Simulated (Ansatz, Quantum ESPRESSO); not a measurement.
# ZnS, zinc blende or diamond type, strained in the (001) plane: the gap on the mesh at a withheld member of a series

Method. Quantum ESPRESSO 7.5, PBE, GBRV ultrasoft. The cubic cell is relaxed first; each member is held at its strain in the plane while the axis along [001] relaxes. pwcond (ikind = 0) gives the complex bands along [001] at three points across. Fixed occupations. The series steps biaxial strain in the plane.

```
biaxial strain in the plane  gap on the mesh (eV)
                       -4 %                 2.041
                       -3 %                 2.043
                       -2 %                 2.041
                       -1 %                 2.033
                        0 %                 2.021
                        2 %                 1.856
                        3 %                 1.778
                        4 %                 1.704
```

**Question.** What is the gap on the mesh at 1 %?

By hand: The rows at 0 % and 2 % give a slope of (1.856 − (2.021))/(2 − (0)) = −0.0825, so a straight line gives 1.938 eV. A parabola through these and the row at -1 % gives 1.962 eV.

**Check.** 1.937 eV. The line misses by +0.001 and the parabola by +0.025 eV. The line does better here.

Caveats: Atoms keep their symmetric sites, so polar or tilted distortions are left out; semilocal gaps and decay constants are too small; no spin-orbit coupling; three points across.

[Logs are printed without paths, hosts, clocks, repeated set-up lines and the standing remarks that a program may print on its own settings, such as how far it seeks lower states.]
